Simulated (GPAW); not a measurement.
**How the form of the self-energy moves the gap of Ca2H3Br (P-3m1)**

How much does the gap of Ca2H3Br (P-3m1) depend on the approximation to the self-energy?

Method: LDA and many-body steps on it, plane waves, in GPAW 26.7.0.

### 1. The structure

The structure is trigonal, space group P-3m1 (No. 164). Conventional cell: a = 3.903 Å, b = 3.903 Å, c = 6.854 Å, α = 90.00°, β = 90.00°, γ = 120.00°. Nearest to Ca lie 7 H at 2.27 to 2.59 Å and 3 Br at 3.12 Å. Nearest to H lie 4 Ca at 2.27 to 2.30 Å. Nearest to H lie 6 H at 2.48 Å and 6 Ca at 2.59 Å. Nearest to Br lie 6 Ca at 3.12 Å. Farther neighbours and most contacts between anions are not listed.

Coordinates:

```
Ca H Br
1.0
     3.90294    0.00000    0.00000
    -1.95147    3.38005    0.00000
     0.00000    0.00000    6.85353
Ca H Br
2 3 1
Direct
  0.66667 0.33333 0.18576
  0.33333 0.66667 0.81424
  0.66667 0.33333 0.85048
  0.33333 0.66667 0.14952
  0.00000 0.00000 0.00000
  0.00000 0.00000 0.50000
```

The cell and positions are those that the Materials Project relaxed with its own functionals (PBE, PBE+U or r2SCAN), kept fixed.

### 2. Empty states on the mesh, 3×3×2 mesh, 425 bands

This step: GPAW 26.7.0; DFT, LDA, plane waves, PAW.

The sums over transitions need many empty states on a uniform mesh; this step solves for them.

File run.py:

```python
import json
import numpy as np
from gpaw.mpi import world
from gpaw import GPAW

calc = GPAW('gs.gpw').fixed_density(kpts={'size': (3, 3, 2), 'gamma': True},
    parallel={'domain': 1, 'band': 1},
    txt='nscf.txt')
calc.diagonalize_full_hamiltonian(nbands=425)
calc.write('full.gpw', mode='all')
res = {}
kpts = calc.get_ibz_k_points()
res['kpts'] = kpts
res['eigenvalues'] = [calc.get_eigenvalues(kpt=k) for k in range(len(kpts))]
res['n_electrons'] = calc.get_number_of_electrons()

if world.rank == 0:
    with open('result.json', 'w') as f:
        json.dump(res, f, default=lambda x: x.tolist())
```

Started as:

```sh
mpirun -n 4 gpaw python run.py
```

Numbers of over 12 decimals in the logs are rounded to 6 here.

What it wrote:

```text
Diagonalizing LCAO Hamiltonian
Converting LCAO to pw mode
convergence criteria:
- Maximum integral of absolute [eigenst]ate change: 4e-08 eV^2 / valence electron
maximum number of iterations: 100

SCF iterations
|iter     |     time |      energy | eigst |  dens |
|iter:   1|  |             | +1.76 |       |
|iter:   2|  |             | +0.57 |       |
|iter:   3|  |             | -0.03 |       |
[...]
|iter:  48|  |             | -5.13 |       |
|iter:  49|  |             | -5.23 |       |
[... further lines of this kind ...]
|iter:  67|  |             | -7.52c|       |
SCF steps: 67
  __  _  _
 | _ |_)|_||  |
 |__||  | ||/\| - 26.7.0

Input parameters:
  mode=PW(ecut=600.0),
  convergence={'density': 1e-06, 'bands': -3},
  gpts=array([24, 24, 40]),
  kpts=MonkhorstPack(size=(3, 3, 2), gamma=True),
  maxiter=100,
  nbands=24,
  occupations=Occupations(name='fermi-dirac', width=0.001, fixmagmom=False),
  parallel={'domain': 1, 'band': 1},
  xc=XC(name='LDA')
Matrix size: 3045x3045
# Writing to full.gpw (mode='all')
  [... matrices ...]

timing:  # [seconds]
  Total: 51.321  # ━━━━━━━━━━━━━━━━━━━━━━━━━━━━━━━━━━━━━━━━━━━━━━━━━━━━━━━━━━
```

Wall time 68 s (4 MPI ranks of Arm Neoverse V1, shared host); peak memory 3.3 GiB; 4.5 min of CPU time.

Numbers from this step:

| Quantity | Value |
| --- | --- |
| gap | 1.403 eV |
| k of the valence top | 0, 0, 0.5 |
| k of the conduction bottom | 0.3333, 0, 0.5 |
| least direct gap | 1.523 eV |
| k points computed | 6 |
| lowest point of the top converged band, above the valence top | 148.1014 eV |

On this mesh the gap is 1.403 eV.

### 3. G0W0, Godby-Needs plasmon pole

Now the one-shot GW correction: screening in the RPA, then the self-energy of the levels asked for.

This step: G0W0 on LDA, plane waves, PAW.

File run.py:

```python
import json
import numpy as np
from gpaw.mpi import world
from gpaw.response.g0w0 import G0W0

gw = G0W0('full.gpw',
    filename='gw',
    kpts=[0, 1, 3],
    bands=(13, 17),
    ecut=96,
    nbands=193,
    integrate_gamma='WS',
    ppa=True)
gw.calculate()
res = {mode: {k: v for k, v in r.items() if k != 'sigma_eskwn'}
       for mode, r in gw.all_results.items()}

if world.rank == 0:
    with open('result.json', 'w') as f:
        json.dump(res, f, default=lambda x: x.tolist())
```

Started as:

```sh
mpirun -n 4 gpaw python run.py
```

What it wrote:

```text
Using integrator: PointIntegrator
FrequencyGridDescriptor(from 0.000+0.000j to 0.000+27.211j eV, 2 points)
Nonperiodic BCs:  [False False False]
Using integrator: PointIntegrator
FrequencyGridDescriptor(from 0.000+0.000j to 0.000+27.211j eV, 2 points)
Nonperiodic BCs:  [False False False]
  ___  _ _ _
 |   || | | |
 | | || | | |
 |__ ||_____|
 |___|

BZ k-points: Symmetries present (total): 12

  [... matrices ...]
18 k-points: 3 x 3 x 2 Monkhorst-Pack grid + [0.000000,0.000000,1/4]
6 k-points in the irreducible part of the Brillouin zone
       k-points in crystal coordinates                weights
   0:     0.00000000    0.00000000    0.00000000          1/18
   1:     0.00000000    0.00000000    0.50000000          1/18
   2:     0.33333333    0.00000000    0.00000000          6/18
   3:     0.33333333    0.00000000    0.50000000          6/18
   4:     0.33333333    0.33333333    0.00000000          2/18
   5:     0.33333333    0.33333333    0.50000000          2/18

Distributing spins, k-points and bands (1 x 3 x 4) over 4 processes
Number of blocks: 1

Quasi particle states:
k-points (IBZ indices): [0, 1, 3]
Band range: (13, 17)
  [... matrices ...]
Computational parameters:
Plane wave cut-off: 96 eV
Number of bands: 193
Coulomb cutoff: None
Broadening: 0.1 eV

fxc modes: GW
Kernel: RPA
Using Godby-Needs plasmon-pole approximation:
  Fitting energy: i*E0, E0 = 1.000 Hartree
Summing all q:

Calculating screened Coulomb potential
No Coulomb truncation
FrequencyGridDescriptor(from 0.000+0.000j to 0.000+27.211j eV, 2 points)
Removing empty qpoint cache files...

Calculating chi0 body with:
    Ground state adapter containing:
    Number of spins: 1
    Number of kpoints: 18
    Number of irreducible kpoints: 6
    Number of completely occupied states: 15
    Number of partially occupied states: 15
    Occupied states memory: 5.2734375 M / cpu

    Linear response parametrization:
    q_c: [0.0, 0.0, 0.0]
    Number of frequency points: 2
    Planewave cutoff: 96.0
    Number of bands: 193
    Number of planewaves: 209
    Broadening (eta): 1e-06
    comm.size: 4
    kncomm.size: 4
    blockcomm.size: 1

    Memory estimate of potentially large arrays:
        chi0_wGG: 1.333038 M / cpu
Integrating chi0 body.

Symmetries of q_c:
    Direct symmetries (Uq -> q): 12
    Indirect symmetries (TUq -> q): 0
In total 12 allowed symmetries.

  [... matrices ...]
6 groups of equivalent kpoints. 66.666667% reduction.

Integral kind: response function
Integrating chi0 head and wings.

Symmetries of q_c:
    Direct symmetries (Uq -> q): 12
    Indirect symmetries (TUq -> q): 0
In total 12 allowed symmetries.

  [... matrices ...]
6 groups of equivalent kpoints. 66.666667% reduction.

Integral kind: response function wings

Calculating chi0 body with:
    Ground state adapter containing:
    Number of spins: 1
    Number of kpoints: 18
    Number of irreducible kpoints: 6
    Number of completely occupied states: 15
    Number of partially occupied states: 15
    Occupied states memory: 5.2734375 M / cpu

[... the further q-points ...]

Results:
f:      Occupation numbers
eps:     KS-eigenvalues [eV]
vxc:     KS vxc [eV]
exx:     Exact exchange [eV]
sigma:   Self-energies [eV]
dsigma:  Self-energy derivatives
Z:       Renormalization factors
qp:      QP-energies [eV]

k-point 0 (0): (0.000, 0.000, 0.000)                GW
band       f     eps     vxc     exx   sigma  dsigma       Z      qp
                                                                   GW
  13   1.000   2.181 -13.423 -16.414   2.026  -0.277   0.783   1.425
  14   1.000   4.994 -11.217 -13.291   1.111  -0.266   0.790   4.232
  15   0.000   7.245 -14.419  -7.430  -4.629  -0.247   0.802   9.136
  16   0.000   7.245 -14.419  -7.430  -4.629  -0.247   0.802   9.136

k-point 1 (1): (0.000, 0.000, 0.500)                GW
band       f     eps     vxc     exx   sigma  dsigma       Z      qp
                                                                   GW
  13   1.000   1.316 -16.352 -19.753   2.377  -0.251   0.799   0.497
  14   1.000   5.269 -11.507 -13.873   1.272  -0.271   0.787   4.408
[...]
k-point 2 (3): (0.333, 0.000, 0.500)                GW
band       f     eps     vxc     exx   sigma  dsigma       Z      qp
                                                                   GW
[...]
14   1.000   2.636 -11.364 -13.936   1.698  -0.287   0.777   1.957
  15   0.000   6.672 -12.328  -6.564  -4.247  -0.232   0.812   7.903
  16   0.000   7.053 -12.500  -6.455  -4.264  -0.233   0.811   8.498
```

It took 41 s on 4 MPI ranks; peak memory 1.5 GiB; 2.8 min of CPU time.

This step gave:

| Item | Value |
| --- | --- |
| G0W0 gap on the points computed | 3.422 eV |
| least direct G0W0 gap on the computed points | 3.422 eV |
| Z at the valence top | 0.7867 |
| Z at the conduction bottom | 0.8225 |
| starting gap on the mesh | 1.403 eV |
| k of the valence top | 0, 0, 0.5 |
| k of the conduction bottom | 0, 0, 0.5 |

The gap on the mesh goes from 1.40 eV to 3.42 eV, a correction of +2.02 eV.

### 4. One-shot HSE06

This step: one-shot HSE06 levels on LDA orbitals, plane waves, PAW.

File run.py:

```python
import json
import numpy as np
from gpaw.mpi import world
from gpaw.hybrids.eigenvalues import non_self_consistent_eigenvalues

dft, vxc, vxc_hyb = non_self_consistent_eigenvalues('full.gpw', 'HSE06', 13, 17, kpt_indices=[0, 1, 3])
res = {'dft': dft[0], 'hybrid': (dft - vxc + vxc_hyb)[0]}
if world.rank == 0:
    with open('hybrid.txt', 'w') as f:
        for k, e0, e1 in zip([0, 1, 3], res['dft'], res['hybrid']):
            print(k, ' '.join(f'{x:9.4f}' for x in e0), '|', ' '.join(f'{x:9.4f}' for x in e1), file=f)

if world.rank == 0:
    with open('result.json', 'w') as f:
        json.dump(res, f, default=lambda x: x.tolist())
```

Started as:

```sh
mpirun -n 4 gpaw python run.py
```

What it wrote:

```text
IBZ(<points: 6, symmetries: 12>)
Occupied bands: 15
Transforming wave functions from IBZ to BZ: 0.016 seconds
Distributing wave functions and iFFT-ing to real space: 0.128 seconds
Calculating eigenvalues:
  k-points: 3
  Bands: 13-16 (inclusive)
  Seconds: 0.705 (wave-function broadcasting: 0.020 seconds)
HSE06-eigenvalue shifts:
  min: -0.729 eV
  ave: 0.264 eV
  max: 1.275 eV
```

Wall time 3.6 s (4 MPI ranks); peak memory 0.48 GiB; 14 s of CPU time.

This step gave:

| Item | Value |
| --- | --- |
| starting gap on the mesh | 1.403 eV |
| hybrid gap on the mesh | 3.021 eV |
| least direct hybrid gap on the computed points | 3.068 eV |

(Part 1 of 2 ends here.)

[Paths, hosts, dates, memory and timing lines, banners, echoed tables and standing remarks are left out of the program output.]

[Logs are printed without paths, hosts, clocks, repeated set-up lines and the standing remarks that a program may print on its own settings, such as how far it seeks lower states.]

[Runs of the session that timed out or met a known fault of the program may be left out.]

[Hosts, paths, dates, database ids (printed as entryN), source tags and the programs' standing remarks are cut or masked in the printed files.]
